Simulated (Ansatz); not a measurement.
# Screened interactions in LiVO2 (R-3m), part 2 of 2

Wanted: the parameters of a Hubbard-Kanamori model for LiVO2 (R-3m).

Ansatz 0.2.0; non-magnetic LDA, then constrained RPA, plane waves, PAW.

So far: The structure; LDA bands and orbital weights.

## Step 3: Constrained RPA: V t2g, bands v1 to c2, 8×8×8 mesh, medium accuracy

Constrained RPA screens the interaction with every transition except those inside the target bands, which a later many-body model would treat itself.

This step: constrained RPA on LDA, plane waves, PAW.

Contents of input.yaml:

```yaml
crystal:
  lattice:
    - [2.17438413, 4.1806582, -2.17438413]
    - [4.1806582, 2.17438413, -2.17438413]
    - [2.17438413, 2.17438413, -4.1806582]
  atoms:
    - { symbol: Li, position: [0.0, 0.0, 0.0] }
    - { symbol: V, position: [0.5, 0.5, 0.5] }
    - { symbol: O, position: [0.2418, 0.2418, 0.2418] }
    - { symbol: O, position: [0.7582, 0.7582, 0.7582] }
kpoints:
  mp_grid: { grid: [8, 8, 8] }
hamiltonian:
  xc: lda
scf:
  occupations: { method: gaussian, width: 0.08 }
  n_extra_bands: 19
  max_iter: 150
  lower_state_search: "off"
output:
  crpa:
    kmesh: [8, 8, 8]
    target_bands: [v1, c2]
    projections: [{ species: V, l: d, shell: 3, orbitals: [dxz, dyz, dxy] }]
  local_orbitals:
    kmesh: [8, 8, 8]
    orbitals: [{ species: V, l: d, shell: 3, orbitals: [dxz, dyz, dxy] }]
    window: { bands: [v1, c2] }
    seedname: lo
```

Run with:

```bash
ansatz run input.yaml --threads 8 --pin off --max-ram 14745MiB --backend cpu --events-out ev --progress --plain --runs-dir out
```

Numbers of over 12 decimals in the logs are rounded to 6 here.

The program printed:

```text
[...]
Crystal: 4 atoms, lattice volume = 34.332 Å³
Basis set: ecut = 420 eV, 671 PW (Γ)
Bands: 33, of which v1, the nominal top of the filled ones, is band 14 counted from 1 (13 counted from 0)
Symmetry: 12 space group operations
[...]
k-points: 65 of 512
[...]
SCF iter   1: F=—  HF=-4176.934661 eV  |F-HF|=—  |Δ(HF+E_count)|=         —  Δρ=1.82e-2  dr2=9.98e-2  ethr=1.77e-3  ⟨swp⟩=5.0  Hψ=8809  notcnv=0  defer=213
[...]
SCF iter   8: F=-4176.906648 eV  HF=-4176.906648 eV  |F-HF|=3.91e-9  |Δ(HF+E_count)|=   4.60e-8  Δρ=4.18e-6  dr2=6.47e-9  ethr=3.57e-10  ⟨swp⟩=7.5  Hψ=9219  notcnv=0
SCF 1 converged in 8 iterations: F = -4176.906648 eV  dr2 = 6.47e-9
[...]
NSCF: frozen V_eff on 68 k-points
[...]
cRPA screening: q 1/512
cRPA screening: q 2/512
cRPA screening: q 8/512 (q-point 3)
cRPA screening: q 14/512 (q-point 4)
cRPA screening: q 20/512 (q-point 5)
cRPA screening: q 23/512 (q-point 10)
cRPA screening: q 29/512 (q-point 11)
cRPA screening: q 41/512 (q-point 12)
cRPA screening: q 53/512 (q-point 13)
cRPA screening: q 65/512 (q-point 14)
cRPA screening: q 77/512 (q-point 15)
cRPA screening: q 89/512 (q-point 16)
cRPA screening: q 95/512 (q-point 19)
cRPA screening: q 101/512 (q-point 20)
cRPA screening: q 113/512 (q-point 21)
cRPA screening: q 125/512 (q-point 22)
cRPA screening: q 137/512 (q-point 23)
cRPA screening: q 143/512 (q-point 28)
cRPA screening: q 149/512 (q-point 29)
cRPA screening: q 161/512 (q-point 30)
cRPA screening: q 167/512 (q-point 37)
cRPA screening: q 170/512 (q-point 74)
cRPA screening: q 172/512 (q-point 75)
cRPA screening: q 178/512 (q-point 76)
cRPA screening: q 184/512 (q-point 77)
cRPA screening: q 190/512 (q-point 78)
[...]
cRPA screening: q 474/512 (q-point 167)
cRPA screening: q 480/512 (q-point 174)
cRPA screening: q 486/512 (q-point 220)
cRPA screening: q 488/512 (q-point 221)
cRPA screening: q 494/512 (q-point 222)
cRPA screening: q 500/512 (q-point 229)
cRPA screening: q 506/512 (q-point 230)
cRPA screening: q 512/512 (q-point 293)
SCF converged after 8 iterations
Free energy (F): -4176.906648 eV
[...]
Internal energy: -4176.893099 eV  (E = F + TS)
E sigma→0 (E₀):  -4176.899874 eV
Entropy (-TS):   -0.013549 eV (-3.387 meV/atom)
Fermi energy:    11.968859 eV
[...]
--- Band table (eV; the first three rows and the last of 65) ---
  k-point 0: bands = [... 10 lower, 7.8801, 8.4300, 8.4300, 11.6441, 11.6441, 12.3592, 14.7789, 14.7789, ... 15 higher]
  k-point 1: bands = [... 10 lower, 7.5698, 8.1005, 8.1256, 11.6602, 11.9630, 12.4453, 14.4244, 14.7615, ... 15 higher]
  k-point 2: bands = [... 10 lower, 6.0623, 7.6744, 7.8652, 11.4536, 12.4967, 12.7807, 14.3597, 14.7968, ... 15 higher]
  k-point 64: bands = [... 10 lower, 6.4290, 8.3714, 8.3714, 11.6577, 11.6577, 12.5123, 14.7645, 14.7645, ... 15 higher]
--- cRPA (band scheme, projected local orbitals): target bands 14..16 (1-based), 3 Wannier function(s), 8×8×8 mesh, 32 bands' worth read of 37 solved, ecut_chi 136.0 eV, v(q+G=0) probe_charge, pair densities all_electron ---
  bands read: the sum over 32 bands ends inside a degenerate multiplet in 5 slots, whose members it reads at an even weight; the widest, k=0: bands 32 to 33 (counted from 1) at 1/2 each
  χ-basis size per q: N_G = 116..130
  window electrons = 2.0000, filled by tetrahedron_uncorrected; constrained ε̄⁻¹(q = 0, 0) head = 0.230594; min gauge Gram eig = 0.7340
  Kanamori averages over each shell's own Wannier functions (sites counted from 0, functions from 1):
    Site 1, 3D, 3 of 5 d orbitals (Wannier functions 1, 2, 3; wannier90's mr 2, 3, 5):
      screened: U = 4.1347 eV, U' = 3.2239 eV, J = 0.4435 eV
      screened, to within: U = 6.4e-3 eV, U' = 6.4e-3 eV, J = 7.0e-4 eV
      bare: V = 16.6119 eV, V' = 15.3947 eV, J = 0.5873 eV
  Hermiticity witness max|P − P†| over intra, direct and exchange elements: 8.88e-15 eV (screened), 2.02e-20 eV (bare)
  Reality witness max|Im| over intra, direct and exchange elements: 1.01e-20 eV (screened), 1.86e-20 eV (bare)
```

Wall time 8.7 min (8 threads of Arm Neoverse V2, shared host); peak memory 0.85 GiB.

Numbers from this step:

```
U                                                 : 4.135 eV
U prime (inter-orbital)                           : 3.224 eV
J                                                 : 0.4435 eV
bare V                                            : 16.61 eV
bare J                                            : 0.5873 eV
stated bound on U                                 : 0.006355 eV
U over bare V                                     : 0.2489
electrons in the window                           : 2.000
head of the constrained inverse dielectric matrix : 0.2306
least eigenvalue of the projection's overlap      : 0.7340
target functions                                  : 3
bands in the sums                                 : 32
r.m.s. miss of the model bands                    : 0.001963 eV
width of the target bands                         : 2.531 eV
weight of the projected orbitals in the window    : 0.8715
```

On the V t2g shell, screening brings the on-site interaction from 16.6 eV down to U = 4.13 eV.

Kanamori averages over each shell's functions. Crpa shells, by row:

| site | element | shell | orbitals | U (eV) | U' (eV) | J (eV) | bare V (eV) | bare V' (eV) | bare J (eV) | bound on U (eV) |
| --- | --- | --- | --- | --- | --- | --- | --- | --- | --- | --- |
| 2 | V | 3D | 3 | 4.135 | 3.224 | 0.4435 | 16.61 | 15.39 | 0.5873 | 0.006355 |

Density-density elements U_iijj, eV. U matrix, by row:

```
orbital  V2 dxz  V2 dyz  V2 dxy
 V2 dxz   4.135   3.224   3.224
 V2 dyz   3.224   4.135   3.224
 V2 dxy   3.224   3.224   4.135
```

Exchange elements U_ijji, eV. J matrix, by row:

```
orbital  V2 dxz  V2 dyz  V2 dxy
 V2 dxz       -   0.443   0.443
 V2 dyz   0.443       -   0.443
 V2 dxy   0.443   0.443       -
```

Projected local orbitals of the target window. The electronic bands at the labelled points (eV, zero at the Fermi level; # counts the bands kept):

| point | #1 | #2 | #3 |
| --- | --- | --- | --- |
| Γ | -0.32 | -0.32 | 0.39 |
| halfway | -0.32 | -0.32 | 0.49 |
| T | -0.31 | -0.31 | 0.54 |
| halfway | -0.12 | -0.09 | 1.05 |
| H2 | 0.24 | 0.55 | 0.80 |
| jump to H0 | 0.24 | 0.55 | 0.80 |
| halfway | -0.22 | 0.90 | 0.97 |
| L | -0.90 | 1.00 | 1.28 |
| halfway | -0.52 | 0.53 | 0.81 |
| Γ | -0.32 | -0.32 | 0.39 |
| halfway | 0.00 | 0.13 | 1.05 |
| S0 | 0.27 | 0.66 | 0.68 |
| jump to S2 | 0.27 | 0.66 | 0.68 |
| halfway | -0.62 | 0.84 | 1.08 |
| F | -1.25 | 1.00 | 1.28 |
| halfway | -0.51 | 0.50 | 0.69 |
| Γ | -0.32 | -0.32 | 0.39 |

The same for Kohn-Sham, solved directly:

```csv
point,#1,#2,#3
Γ,-0.32,-0.32,0.39
T,-0.31,-0.31,0.54
H2,0.24,0.55,0.80
H0,0.24,0.55,0.80
L,-0.90,1.00,1.28
Γ,-0.32,-0.32,0.39
S0,0.28,0.66,0.68
S2,0.28,0.66,0.68
F,-1.25,1.00,1.28
Γ,-0.32,-0.32,0.39
```

The first set of electronic bands as a text plot (rows in eV; labels by their first letter):

```
    1.2 |           *       ****                     ****
    1.1 |          * *     *    *            **     *    *
    1.0 |         *   *   * ***  *          *  *      ***
    0.9 |        *        **   *                   * *   **
    0.8 |              * *      * *        *    ** **     **
    0.7 |       *       **       * *              *        **
    0.6 |     **        *                 *     **           *
    0.5 |  ***         *          * *    *     *            * *
    0.4 |**           *              ****     *                **
    0.3 |              **          *         *  **           *
    0.2 |            *   *                  *  *  *
    0.1 |           * *             *        **               *
    0.0 |       ** * *                    ***
   -0.1 |      * ****                *   **                    *
   -0.2 |     ***         *           * **         *           **
   -0.3 |******                     *****                    ** *
   -0.5 |                  *       *
   -0.6 |                         *                         *
   -0.7 |                        *                  *      *
   -0.8 |                   *   *
   -0.9 |                    ***                          *
   -1.0 |                                            *
   -1.1 |                                                *
   -1.2 |                                             ***
         Γ   T        H|H    L         Γ         S|S   F        Γ
```

Onsite levels, by row:

```csv
orbital,level less Fermi level (eV)
V2 dxz,0.3514
V2 dyz,0.3514
V2 dxy,0.3514
```

Largest distinct elements between sites. Hoppings, by row:

```
  from      to     cell  distance (Å)   t (eV)
V2 dxy  V2 dxy   1 -1 0         2.837  -0.4114
V2 dyz  V2 dyz   -1 1 0         2.837   0.1224
V2 dyz  V2 dxz   1 -1 0         2.837   0.0785
V2 dxy  V2 dxy  -1 -1 1         5.915  -0.0324
V2 dxy  V2 dxy   -2 2 0         5.675  -0.0296
V2 dyz  V2 dxz   1 0 -1         2.837   0.0198
V2 dxz  V2 dxz   0 -3 3         8.512  -0.0127
V2 dyz  V2 dyz    0 0 1          5.19   0.0122
V2 dyz  V2 dxz   -2 2 0         5.675  -0.0111
V2 dxy  V2 dxy   0 2 -1          6.56  -0.0105
V2 dyz  V2 dxz   0 0 -1          5.19   -0.007
V2 dyz  V2 dxz   1 -3 2         7.507   0.0049
```

## Step 4: Summary of results

| Quantity | Value |
| --- | --- |
| V t2g | U 4.13 eV, U′ 3.22 eV, J 0.44 eV, bare V 16.6 eV |
| method | constrained RPA on non-magnetic LDA, 8×8×8 mesh, static; search for lower states off |

What this shows: For V t2g, screening cuts the on-site interaction from 16.61 eV to 4.13 eV (25 %), while J goes only from 0.59 eV to 0.44 eV: the monopole is screened far more than the multipoles. U − 2J differs from U′ by +0.02 eV, so the Kanamori relation holds well. U is 1.6 times the width of the target bands. The parent state is non-magnetic and the interaction static (zero frequency); U depends on the window and the orbitals, so it belongs to this model alone. The bands cross the Fermi level under this constraint, which need not be the crystal's state: magnetic order, correlation or a lattice distortion may open a gap.

[Paths, hosts, dates, memory and timing lines, banners, echoed tables and standing remarks are left out of the program output.]

[Logs are printed without paths, hosts, clocks, repeated set-up lines and the standing remarks that a program may print on its own settings, such as how far it seeks lower states.]

[Runs of the session that timed out or met a known fault of the program may be left out.]

[Hosts, paths, dates, database ids (printed as entryN), source tags and the programs' standing remarks are cut or masked in the printed files.]
